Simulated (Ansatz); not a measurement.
Rows from a G0W0 calculation on Cs2PbI2Cl2 (I4/mmm) (Ansatz 0.2.0; G0W0 on PBE with a share 0.4 of exact exchange, plane waves, PAW; PAW set soft_1; 4×4×4 mesh, 1090 empty bands, screening to 130 eV, PAW set soft_1 files), in eV. Spin-orbit coupling is left out.

```
row      Σx     Σc     Vxc     Z
  A  -17.07   1.19  -15.60  0.84
  B   -7.52  -2.94  -10.45  0.86
  C  -18.38   0.59  -17.62  0.85
  D   -7.17  -2.90  -10.06  0.86
```

Question: Which rows are filled states and which are empty ones, and how can one tell?

Filled: A and C. Empty: B and D. The sign of Σc tells: for a filled state bare exchange, which holds its interaction with itself, lies below Vxc (Σx − Vxc is -0.8 eV or lower here) and screening gives part back as a positive Σc. For an empty state Σx lies above Vxc (+2.9 eV or more) and the Coulomb hole leaves Σc negative.

[Paths, hosts, dates, memory and timing lines, banners, echoed tables and standing remarks are left out of the program output.]

[Logs are printed without paths, hosts, clocks, repeated set-up lines and the standing remarks that a program may print on its own settings, such as how far it seeks lower states.]

[Runs of the session that timed out or met a known fault of the program may be left out.]

[Cells called generated may have been cut or substituted from an entry of the Crystallography Open Database or the Materials Project.]

[Hosts, paths, dates, database ids (printed as entryN), source tags and the programs' standing remarks are cut or masked in the printed files.]
